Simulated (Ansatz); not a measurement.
## Electron scattering at the Σ5 (210) boundary in fcc Al, starting shift (0.33, 0)

Aim: the relaxed structure and the specific resistance of the Σ5 (210) boundary in fcc Al, starting shift (0.33, 0).

Method: Ansatz plane-wave DFT, PBE, PAW files; relaxation of a bicrystal slab with its lowest layers held; PAW set soft_1, in the first sound run; inputs show where later runs differ, in Ansatz 0.2.0.

## 1. The starting structure

The cell holds 21 atoms: 21 Al. Cell: a = 4.958 Å, b = 4.048 Å, c = 30.208 Å, α = 90.0°, β = 90.0°, γ = 65.9°. It derives from Al. built on the (2 1 0) plane; 2 overlapping atoms removed and the grains opened by 0.2 Å. Vacuum lies along c.

## 2. Relaxing the bicrystal

The boundary is built by mirroring the lower grain in the boundary plane and removing any atoms that overlap. A thin bicrystal slab is relaxed first, with the lowest layers held and the upper grain free to shift and open.

Input file input.yaml:

```yaml
crystal:
  lattice:
    - [4.957730497, 0.0, 0.0]
    - [1.6525768323, 3.6952741352, 0.0]
    - [0.0, 0.0, 30.2082257911]
  atoms:
    - { symbol: Al, position: [0.6, 0.7000000001, 0.1655178306] }
    - { symbol: Al, position: [0.2, 0.4000000001, 0.195481643] }
    - { symbol: Al, position: [0.8, 0.1000000001, 0.2254454553] }
    - { symbol: Al, position: [0.4, 0.8000000001, 0.2554092677] }
    - { symbol: Al, position: [1.0, 0.5000000001, 0.28537308] }
    - { symbol: Al, position: [0.6, 0.2, 0.3153368924] }
    - { symbol: Al, position: [0.2, 0.9, 0.3453007047] }
    - { symbol: Al, position: [0.8, 0.6, 0.3752645171] }
    - { symbol: Al, position: [0.4, 0.3, 0.4052283294] }
    - { symbol: Al, position: [0.0, 0.0, 0.4351921418] }
    - { symbol: Al, position: [0.13, 0.6, 0.5017404797] }
    - { symbol: Al, position: [0.53, 0.9, 0.5317042921] }
    - { symbol: Al, position: [0.93, 0.2, 0.5616681044] }
    - { symbol: Al, position: [0.33, 0.5000000001, 0.5916319168] }
    - { symbol: Al, position: [0.73, 0.8000000001, 0.6215957291] }
    - { symbol: Al, position: [0.13, 0.1000000001, 0.6515595415] }
    - { symbol: Al, position: [0.53, 0.4000000001, 0.6815233538] }
    - { symbol: Al, position: [0.93, 0.7000000001, 0.7114871662] }
    - { symbol: Al, position: [0.33, 1.0e-10, 0.7414509785] }
    - { symbol: Al, position: [0.73, 0.3000000001, 0.7714147909] }
    - { symbol: Al, position: [0.13, 0.6000000001, 0.8013786032] }
kpoints:
  mp_grid: { grid: [6, 6, 1] }
hamiltonian:
  xc: pbe
  pseudopotentials: { kind: paw, azcp: { folder: soft_1 } }
scf:
  occupations: { method: fermi_dirac, width: 0.1 }
relax:
  f_tol: 0.03
  max_steps: 80
  constraints: [{ sites: [0, 1, 2, 3] }]
```

Started as:

```console
> ansatz run input.yaml --threads 4 --pin off --max-ram 15360MiB --backend cpu --events-out ev --progress --plain --runs-dir out
```

Planned after this: transmission across the boundary; specific resistance; single-crystal slab for reference; bulk reference; boundary energy.

Before running: what should come out for the specific resistance of the boundary?

The boundary has a specific resistance of 0.37 fΩ m² and an energy of 0.51 J/m². The boundary reflects 36 % of the channels; 0.37 fΩ m² is 3.7×10⁻¹² Ω·cm². That equals the resistance of 14 nm of bulk Al at 300 K (measured 2.733 µΩ cm, CRC Handbook of Chemistry and Physics, 84th ed., 2003, Electrical Resistivity of Pure Metals).

```
specific resistance of the boundary : 0.370 fΩ m²
share of channels that pass         : 0.643
boundary energy                     : 0.508 J/m²
```

In the relaxation the upper grain slid sideways by about 1.2 Å, so the result belongs to the position that it found, not to the starting one. One starting structure was relaxed; another shift or atom count at the boundary may lie lower. A lead's potential steps by up to 31 meV from period to period, which the log calls too much, so longer leads could move the result.

[Logs are printed without paths, hosts, clocks, repeated set-up lines and the standing remarks that a program may print on its own settings, such as how far it seeks lower states.]

[Hosts, paths, dates, database ids (printed as entryN), source tags and the programs' standing remarks are cut or masked in the printed files.]
